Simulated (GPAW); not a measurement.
**Geometry or basis: what sets the conductance of CO in line between two Fe chains**

How well does CO in line between two Fe chains conduct once its atoms have relaxed, and how much do cheaper levels lose?

Main program and level: GPAW 26.7.0; GPAW LCAO, PAW setups; relaxation of the junction within the symmetry of its start, lead ends held, in the first sound run; inputs show where later runs differ.

Most raw output is cut from this account.

**1. The structure**

The cell holds 14 atoms: 12 Fe, 1 C and 1 O. Its edges and angles: a = 9.000 Å, b = 9.000 Å, c = 29.320 Å, α = 90.0°, β = 90.0°, γ = 90.0°. Regions: left lead, 6 atoms (6 Fe); channel, 2 atoms (1 C and 1 O); right lead, 6 atoms (6 Fe). Vacuum lies along a and b. The structure is stacked along c, and the current runs across the ab planes.

**2. Relaxing the atoms**

Transmission follows bond lengths closely, so the atoms between the held lead ends are relaxed first, within whatever symmetry the start has.

File run.py:

```python
import json
from ase import Atoms
from ase.constraints import FixAtoms
from ase.optimize import BFGS
from gpaw import GPAW, FermiDirac

device = Atoms(
    ['Fe', 'Fe', 'Fe', 'Fe', 'Fe', 'Fe', 'C', 'O', 'Fe', 'Fe', 'Fe', 'Fe', 'Fe', 'Fe'],
    positions=[
        [4.50000, 4.50000, 1.13000],
        [4.50000, 4.50000, 3.39000],
        [4.50000, 4.50000, 5.65000],
        [4.50000, 4.50000, 7.91000],
        [4.50000, 4.50000, 10.17000],
        [4.50000, 4.50000, 12.43000],
        [4.50000, 4.50000, 14.13520],
        [4.50000, 4.50000, 15.29520],
        [4.50000, 4.50000, 16.89030],
        [4.50000, 4.50000, 19.15030],
        [4.50000, 4.50000, 21.41030],
        [4.50000, 4.50000, 23.67030],
        [4.50000, 4.50000, 25.93030],
        [4.50000, 4.50000, 28.19030]],
    cell=[[9.0, 0.0, 0.0], [0.0, 9.0, 0.0], [0.0, 0.0, 29.3203]],
    pbc=True,
    magmoms=[3.0, 3.0, 3.0, 3.0, 3.0, 3.0, 0.0, 0.0, 3.0, 3.0, 3.0, 3.0, 3.0, 3.0])

device.set_constraint(FixAtoms([0, 1, 2, 3, 4, 9, 10, 11, 12, 13]))
device.calc = GPAW(mode='lcao', basis='dzp', xc='PBE', h=0.18,
                   kpts={'size': (1, 1, 3), 'gamma': True},
                   symmetry={'tolerance': 1e-3, 'extra_ids': [1, 1, 1, 1, 1, 0, 0, 0, 0, 1, 1, 1, 1, 1]},
                   occupations=FermiDirac(0.1), maxiter=250,
                   mixer=dict(beta=0.05, nmaxold=8, weight=100.0),
                   convergence=dict(density=0.0001), txt='relax.txt')
path = []
opt = BFGS(device, maxstep=0.15)
opt.attach(lambda: path.append((device.get_potential_energy(), device.positions.tolist(), device.get_forces().tolist())))
relaxed = bool(opt.run(fmax=0.05, steps=50))
json.dump(dict(relaxed=relaxed, path=path, positions=device.positions.tolist(), moments=device.get_magnetic_moments().tolist(),
               forces=device.get_forces(apply_constraint=False).tolist()), open('result.json', 'w'))
```

Run with:

```console
$ OMP_NUM_THREADS=1 OPENBLAS_NUM_THREADS=1 python run.py
```

It took 28 min on 1 thread of Arm Neoverse V1, shared host; peak memory 1.6 GiB.

The steps of the relaxation:

```csv
step,energy less that of the first step (eV),largest force (eV/Å)
1,0.0000,8.8644
2,-0.9247,2.4376
3,-1.0319,3.0121
4,-1.0924,0.3560
5,-1.0945,0.1327
6,-1.0952,0.1206
7,-1.0967,0.2880
8,-1.0978,0.2445
9,-1.0981,0.0912
10,-1.0983,0.0128
```

The atoms that moved most (Å):

| atom | dx | dy | dz | length |
| --- | --- | --- | --- | --- |
| Fe9 | 0.000 | 0.000 | 0.192 | 0.192 |
| C7 | 0.000 | 0.000 | -0.106 | 0.106 |
| Fe6 | 0.000 | 0.000 | -0.089 | 0.089 |
| O8 | 0.000 | 0.000 | -0.054 | 0.054 |

Numbers from this step:

| Property | Result |
| --- | --- |
| sum of the site moments | 36.24 μB |

Site moment by atom:

| atom | site moment (μB) |
| --- | --- |
| Fe1 | 3.13 |
| Fe2 | 3.11 |
| Fe3 | 3.11 |
| Fe4 | 3.13 |
| Fe5 | 3.05 |
| Fe6 | 2.35 |
| C7 | -0.09 |
| O8 | -0.02 |
| Fe9 | 2.95 |
| Fe10 | 3.03 |
| Fe11 | 3.14 |
| Fe12 | 3.11 |
| Fe13 | 3.11 |
| Fe14 | 3.12 |

The relaxation lowered the energy of the cell by 1.10 eV (energies extrapolated to zero smearing; the optimiser's log prints free energies). The largest force left on a free atom is 0.013 eV/Å.

**3. Double-zeta polarised basis**

The script solves lead and junction separately, takes H and S in the orbital basis, and joins semi-infinite leads through their self-energies; the dzp basis is the working standard.

This step: GPAW LCAO, PAW setups; Landauer transmission from Green's functions with principal layers (ASE), zero bias (GPAW 26.7.0).

File run.py:

```python
import json
import numpy as np
from ase import Atoms
from ase.transport.calculators import TransportCalculator
from gpaw import GPAW, FermiDirac
from gpaw.lcao.tools import get_lcao_hamiltonian
from scipy.linalg import eigh

# The junction with lead layers at both ends, along the third cell vector
device = Atoms(
    ['Fe', 'Fe', 'Fe', 'Fe', 'Fe', 'Fe', 'C', 'O', 'Fe', 'Fe', 'Fe', 'Fe', 'Fe', 'Fe'],
    positions=[
        [4.50000, 4.50000, 1.13000],
        [4.50000, 4.50000, 3.39000],
        [4.50000, 4.50000, 5.65000],
        [4.50000, 4.50000, 7.91000],
        [4.50000, 4.50000, 10.17000],
        [4.50000, 4.50000, 12.34136],
        [4.50000, 4.50000, 14.02879],
        [4.50000, 4.50000, 15.24107],
        [4.50000, 4.50000, 17.08208],
        [4.50000, 4.50000, 19.15030],
        [4.50000, 4.50000, 21.41030],
        [4.50000, 4.50000, 23.67030],
        [4.50000, 4.50000, 25.93030],
        [4.50000, 4.50000, 28.19030]],
    cell=[[9.0, 0.0, 0.0], [0.0, 9.0, 0.0], [0.0, 0.0, 29.3203]],
    pbc=True,
    magmoms=[3.0, 3.0, 3.0, 3.0, 3.0, 3.0, 0.0, 0.0, 3.0, 3.0, 3.0, 3.0, 3.0, 3.0])

# One principal layer of the lead: the first 3 atoms of the device
lead = Atoms(
    ['Fe', 'Fe', 'Fe'],
    positions=[
        [4.50000, 4.50000, 1.13000],
        [4.50000, 4.50000, 3.39000],
        [4.50000, 4.50000, 5.65000]],
    cell=[[9.0, 0.0, 0.0], [0.0, 9.0, 0.0], [0.0, 0.0, 6.78]],
    pbc=True,
    magmoms=[3.0, 3.0, 3.0])

settings = dict(mode='lcao', basis='dzp', xc='PBE', h=0.18,
                occupations=FermiDirac(0.1), maxiter=250,
                mixer=dict(beta=0.05, nmaxold=8, weight=100.0),
                convergence=dict(density=0.0001))
energies = np.arange(-2, 2 + 1e-9, 0.025)
eta = 0.0001
n1, n2 = 1, 1
# k and -k transmit alike, so half of the mesh across the current serves
mesh = [(i, j) for i in range(n1) for j in range(n2) if (i, j) <= (-i % n1, -j % n2)]
weights = np.array([1 if (i, j) == (-i % n1, -j % n2) else 2 for i, j in mesh]) / (n1 * n2)

# [... helper functions left out ...]
fermi_lead = ground_state(lead, (1, 1, 17), 'lead.txt')
fermi_device = ground_state(device, (1, 1, 3), 'device.txt')
# [... loop over the mesh left out, but for ...]
        # Shift the lead onto the potential of the device's first layer
        shift = ((H[:, 0, 0] - H0[:, 0, 0]) / S0[0, 0]).real.mean()
# [...]
kT = 8.617333e-5 * 300
bias = [0.1, 0.2, 0.5, 1.0, 1.5, 2.0]
# [... integrals and printing left out ...]
```

Run time: 13 min. Hardware: 1 thread; peak memory 1.7 GiB.

This step gave:

```yaml
conductance: 0.4408 G₀
largest_coupling_past_the_next_principal_layer: 5.77e-5 eV
largest_misfit_of_the_first_principal_layer: 0.1386 eV
shift_that_aligns_the_lead: 0.01666 eV
basis_functions_of_the_junction: 206
basis_functions_of_a_principal_layer: 45
transmission_at_the_fermi_level_spin_up: 0.05144
transmission_at_the_fermi_level_spin_down: 0.8296
```

Each spin. The transmission, zone mean by energy, zero at the Fermi level:

```csv
energy (eV),"T, spin up","T, spin down"
-2.000,0.899,0.0168
-1.800,1.01,0.0167
-1.650,1.06,0.0162
-1.600,1.05,0.0159
-1.400,0.992,0.0141
-1.200,0.975,0.962
-1.150,0.651,0.925
-1.000,0.105,1.01
-0.925,0.0874,1.09
-0.800,0.0735,1.05
-0.600,0.0630,0.970
-0.400,0.0576,0.886
-0.200,0.0539,0.840
0.000,0.0514,0.830
0.200,0.0499,0.835
0.400,0.0491,0.840
0.600,0.0488,0.838
0.800,0.0491,0.840
1.000,0.0498,0.866
1.200,0.0507,0.916
1.400,0.0518,0.972
1.600,0.0528,1.02
1.800,0.0537,1.18
1.850,0.0538,1.22
2.000,0.0543,0.0611
```

Not self-consistent under bias; the bias window is split evenly. Table of current through one cell, from the zero-bias transmission by bias:

| bias (V) | current through one cell, from the zero-bias transmission (μA) |
| --- | --- |
| 0.100 | 3.42 |
| 0.200 | 6.84 |
| 0.500 | 17.2 |
| 1.000 | 34.9 |
| 1.500 | 53.6 |
| 2.000 | 73.3 |

The transmission of the three most open eigenchannels by energy, zero at the Fermi level:

```
energy (eV)  channel 1 up  channel 2 up  channel 3 up  channel 1 down  channel 2 down  channel 3 down
     -2.000         0.417         0.417        0.0655          0.0168               0               0
     -1.800         0.476         0.476        0.0616          0.0167               0               0
     -1.600         0.491         0.491        0.0712          0.0159               0               0
     -1.400         0.447         0.447        0.0976          0.0141         5.7e-12         5.7e-12
     -1.200         0.422         0.276         0.276           0.476           0.476         0.00988
     -1.000         0.105       3.5e-10       3.5e-10           0.478           0.478          0.0497
     -0.800        0.0735             0             0           0.488           0.488          0.0766
     -0.600        0.0630             0             0           0.452           0.452          0.0640
     -0.400        0.0576             0             0           0.414           0.414          0.0565
     -0.200        0.0539             0             0           0.394           0.394          0.0503
      0.000        0.0514             0             0           0.388           0.388          0.0511
      0.200        0.0499             0             0           0.387           0.387          0.0599
      0.400        0.0491             0             0           0.382           0.382          0.0734
      0.600        0.0488             0             0           0.376           0.376          0.0831
      0.800        0.0491             0             0           0.377           0.377          0.0837
      1.000        0.0498             0             0           0.391           0.391          0.0812
      1.200        0.0507             0             0           0.415           0.415          0.0809
      1.400        0.0518             0             0           0.445           0.445          0.0748
      1.600        0.0528             0             0           0.485           0.485          0.0474
      1.800        0.0537             0             0           0.562           0.562          0.0566
      2.000        0.0543             0             0          0.0611         6.4e-10         6.4e-10
```

Couplings past the next layer reach 5.8e-5 eV, small enough to drop; the matrix elements of the cell's first layer differ from the bulk lead's by up to 0.14 eV. That layer keeps its own values in the calculation, and only beyond it is the lead taken as perfect. The Fermi levels of lead and junction count from different zeros of potential, one for each periodic cell; with both set to zero, the small remaining shift is what aligns them. By hand: G = 0.4408 × 77.48 μS = 34.2 μS, a resistance of 29.3 kΩ; at 0.1 V a linear junction would pass 3.42 μA, and the integral over the bias window gives 3.42 μA.

**4. Single-zeta polarised basis**

One radial function a shell plus polarisation makes the matrices smaller; the question is what that costs.

Edit run.py of step 3 so:

```diff
@@ -41,3 +41,3 @@
 
-settings = dict(mode='lcao', basis='dzp', xc='PBE', h=0.18,
+settings = dict(mode='lcao', basis='szp(dzp)', xc='PBE', h=0.18,
                 occupations=FermiDirac(0.1), maxiter=250,
```

It took 8 min on 1 thread; peak memory 1.7 GiB.

This step gave:

```yaml
conductance: 0.4217 G₀
largest_coupling_past_the_next_principal_layer: 5.85e-5 eV
largest_misfit_of_the_first_principal_layer: 0.1384 eV
shift_that_aligns_the_lead: -0.02096 eV
basis_functions_of_the_junction: 126
basis_functions_of_a_principal_layer: 27
transmission_at_the_fermi_level_spin_up: 0.07210
transmission_at_the_fermi_level_spin_down: 0.7696
```

Each spin. Transmission, zone mean against energy, zero at the Fermi level:

| energy (eV) | T, spin up | T, spin down |
| --- | --- | --- |
| -2.000 | 0.896 | 0.0138 |
| -1.900 | 0.948 | 0.0123 |
| -1.800 | 1.00 | 0.0106 |
| -1.700 | 1.04 | 0.00847 |
| -1.650 | 1.04 | 0.00730 |
| -1.600 | 1.03 | 0.00606 |
| -1.500 | 0.988 | 0.00346 |
| -1.400 | 0.826 | 0.00105 |
| -1.300 | 0.885 | 3.7e-5 |
| -1.200 | 0.919 | 0.00252 |
| -1.100 | 0.129 | 0.307 |
| -1.000 | 0.0722 | 0.604 |
| -0.900 | 0.0722 | 0.744 |
| -0.800 | 0.0722 | 0.812 |
| -0.700 | 0.0723 | 0.866 |
| -0.600 | 0.0723 | 0.914 |
| -0.500 | 0.0723 | 0.923 |
| -0.400 | 0.0723 | 0.895 |
| -0.300 | 0.0723 | 0.853 |
| -0.200 | 0.0722 | 0.817 |
| -0.100 | 0.0722 | 0.789 |
| 0.000 | 0.0721 | 0.770 |
| 0.100 | 0.0720 | 0.764 |
| 0.200 | 0.0719 | 0.773 |
| 0.300 | 0.0719 | 0.787 |
| 0.400 | 0.0718 | 0.791 |
| 0.500 | 0.0717 | 0.777 |
| 0.600 | 0.0716 | 0.755 |
| 0.700 | 0.0715 | 0.740 |
| 0.800 | 0.0715 | 0.744 |
| 0.900 | 0.0714 | 0.761 |
| 1.000 | 0.0714 | 0.785 |
| 1.100 | 0.0713 | 0.868 |
| 1.200 | 0.0712 | 0.940 |
| 1.300 | 0.0711 | 1.00 |
| 1.400 | 0.0711 | 1.06 |
| 1.500 | 0.0710 | 1.11 |
| 1.600 | 0.0708 | 1.17 |
| 1.700 | 0.0707 | 1.24 |
| 1.800 | 0.0706 | 1.33 |
| 1.900 | 0.0704 | 1.40 |
| 2.000 | 0.0702 | 1.41 |

Not self-consistent under bias; the bias window is split evenly. The current through one cell, from the zero-bias transmission by bias:

```
bias (V)  current through one cell, from the zero-bias transmission (μA)
   0.100                                                            3.27
   0.200                                                            6.55
   0.500                                                            16.6
   1.000                                                            34.1
   1.500                                                            51.5
   2.000                                                            67.4
```

Table of transmission of the three most open eigenchannels by energy, zero at the Fermi level:

```
energy (eV)  channel 1 up  channel 2 up  channel 3 up  channel 1 down  channel 2 down  channel 3 down
    -2.0000         0.401         0.401        0.0927          0.0138               0               0
    -1.7500         0.460         0.460         0.105         0.00956               0               0
    -1.5000         0.423         0.423         0.141         0.00346               0               0
    -1.2500         0.417         0.417        0.0735          9.6e-4         2.0e-12         1.0e-12
    -1.0000        0.0722        1.5e-8        1.5e-8           0.211           0.211           0.182
    -0.7500        0.0723             0             0           0.354           0.354           0.130
    -0.5000        0.0723             0             0           0.409           0.409           0.105
    -0.2500        0.0723             0             0           0.377           0.377          0.0781
     0.0000        0.0721             0             0           0.345           0.345          0.0771
     0.2500        0.0719             0             0           0.347           0.347          0.0851
     0.5000        0.0717             0             0           0.345           0.345          0.0844
     0.7500        0.0715             0             0           0.328           0.328          0.0805
     1.0000        0.0714             0             0           0.369           0.369          0.0466
     1.2500        0.0712             0             0           0.446           0.446          0.0811
     1.5000        0.0710             0             0           0.513           0.513          0.0827
     1.7500        0.0706             0             0           0.602           0.602          0.0796
     2.0000        0.0702             0             0           0.666           0.666          0.0758
```

Site moment by atom:

```csv
atom,site moment (μB)
Fe1,3.19
Fe2,3.16
Fe3,3.15
Fe4,3.19
Fe5,3.16
Fe6,2.27
C7,-0.11
O8,-0.05
Fe9,2.93
Fe10,3.11
Fe11,3.21
Fe12,3.15
Fe13,3.16
Fe14,3.17
```

The conductance, 0.422 G₀, lies 4.3 % below that of the dzp run.

**5. GPAW, sz: basis = "sz(dzp)"**

The minimal basis is the cheapest rung: no second zeta and no polarisation.

Edit run.py of step 4 so:

```diff
@@ -41,3 +41,3 @@
 
-settings = dict(mode='lcao', basis='szp(dzp)', xc='PBE', h=0.18,
+settings = dict(mode='lcao', basis='sz(dzp)', xc='PBE', h=0.18,
                 occupations=FermiDirac(0.1), maxiter=250,
```

The job ended after 6.2 min (1 thread; peak memory 1.7 GiB).

Numbers from this step:

```yaml
conductance: 0.4891 G₀
largest_coupling_past_the_next_principal_layer: 5.86e-5 eV
largest_misfit_of_the_first_principal_layer: 0.1661 eV
shift_that_aligns_the_lead: -0.004697 eV
basis_functions_of_the_junction: 80
basis_functions_of_a_principal_layer: 18
transmission_at_the_fermi_level_spin_up: 0.06032
transmission_at_the_fermi_level_spin_down: 0.9204
```

The conductance, 0.489 G₀, lies 11 % above that of the dzp run.

**6. RPBE in the dzp basis: xc = "RPBE"**

Back in the dzp basis, the functional changes from PBE to RPBE, to set the spread between functionals beside that between bases.

Edit run.py of step 5 so:

```diff
@@ -41,3 +41,3 @@
 
-settings = dict(mode='lcao', basis='sz(dzp)', xc='PBE', h=0.18,
+settings = dict(mode='lcao', basis='dzp', xc='RPBE', h=0.18,
                 occupations=FermiDirac(0.1), maxiter=250,
```

Run time: 11 min. Hardware: 1 thread; peak memory 1.8 GiB.

This step gave:

```yaml
conductance: 0.4229 G₀
largest_coupling_past_the_next_principal_layer: 6.24e-5 eV
largest_misfit_of_the_first_principal_layer: 0.1780 eV
shift_that_aligns_the_lead: 0.02842 eV
basis_functions_of_the_junction: 206
basis_functions_of_a_principal_layer: 45
transmission_at_the_fermi_level_spin_up: 0.05154
transmission_at_the_fermi_level_spin_down: 0.7934
```

The conductance, 0.423 G₀, lies 4.1 % below that of the dzp run.

**7. The structure as built: geometry = "as built"**

The dzp basis with PBE on the structure as first built shows what the relaxation was worth.

Edit run.py of step 6 so:

```diff
@@ -17,6 +17,6 @@
         [4.50000, 4.50000, 10.17000],
-        [4.50000, 4.50000, 12.34136],
-        [4.50000, 4.50000, 14.02879],
-        [4.50000, 4.50000, 15.24107],
-        [4.50000, 4.50000, 17.08208],
+        [4.50000, 4.50000, 12.43000],
+        [4.50000, 4.50000, 14.13520],
+        [4.50000, 4.50000, 15.29520],
+        [4.50000, 4.50000, 16.89030],
         [4.50000, 4.50000, 19.15030],
@@ -41,3 +41,3 @@
 
-settings = dict(mode='lcao', basis='dzp', xc='RPBE', h=0.18,
+settings = dict(mode='lcao', basis='dzp', xc='PBE', h=0.18,
                 occupations=FermiDirac(0.1), maxiter=250,
```

The job ended after 13 min (1 thread; peak memory 1.8 GiB).

Numbers from this step:

```yaml
conductance: 0.8137 G₀
largest_coupling_past_the_next_principal_layer: 5.77e-5 eV
largest_misfit_of_the_first_principal_layer: 0.1265 eV
shift_that_aligns_the_lead: 0.02451 eV
transmission_at_the_fermi_level_spin_up: 0.04551
transmission_at_the_fermi_level_spin_down: 1.580
```

Each spin. The transmission, zone mean by energy, zero at the Fermi level:

```csv
energy (eV),"T, spin up","T, spin down"
-2.000,1.89,0.0104
-1.900,1.91,0.0104
-1.800,1.92,0.0103
-1.700,1.91,0.0100
-1.600,1.88,0.00957
-1.500,1.83,0.00890
-1.400,1.82,0.00795
-1.300,1.87,0.00661
-1.200,1.26,0.307
-1.100,0.105,0.704
-1.000,0.0704,0.890
-0.900,0.0629,0.977
-0.800,0.0583,1.05
-0.700,0.0551,1.14
-0.600,0.0527,1.25
-0.500,0.0505,1.35
-0.400,0.0494,1.42
-0.300,0.0481,1.45
-0.200,0.0471,1.48
-0.100,0.0462,1.52
0.000,0.0455,1.58
0.100,0.0450,1.65
0.200,0.0446,1.73
0.300,0.0443,1.80
0.400,0.0442,1.84
0.500,0.0442,1.86
0.600,0.0443,1.85
0.700,0.0445,1.83
0.800,0.0448,1.79
0.900,0.0452,1.75
1.000,0.0456,1.70
1.100,0.0461,1.64
1.200,0.0466,1.56
1.300,0.0472,1.45
1.400,0.0478,1.33
1.500,0.0484,1.19
1.600,0.0489,1.02
1.700,0.0495,0.783
1.800,0.0500,0.455
1.900,0.0504,0.131
2.000,0.0508,0.0641
```

The conductance, 0.814 G₀, lies 85 % above that of the dzp run.

**8. The ladder**

Times are for 1 thread of Arm Neoverse V1, shared host. Results by setting:

```
no.       run  conductance (G₀)     time  memory (GiB)
  1       dzp            0.4408   13 min           1.7
  2       szp            0.4217    8 min           1.7
  3        sz            0.4891  6.2 min           1.7
  4  dzp RPBE            0.4229   11 min           1.8
  5   asbuilt            0.8137   13 min           1.8
```

(Continued in part 2 of 2.)

[Logs are printed without paths, hosts, clocks, repeated set-up lines and the standing remarks that a program may print on its own settings, such as how far it seeks lower states.]

[Hosts, paths, dates, database ids (printed as entryN), source tags and the programs' standing remarks are cut or masked in the printed files.]
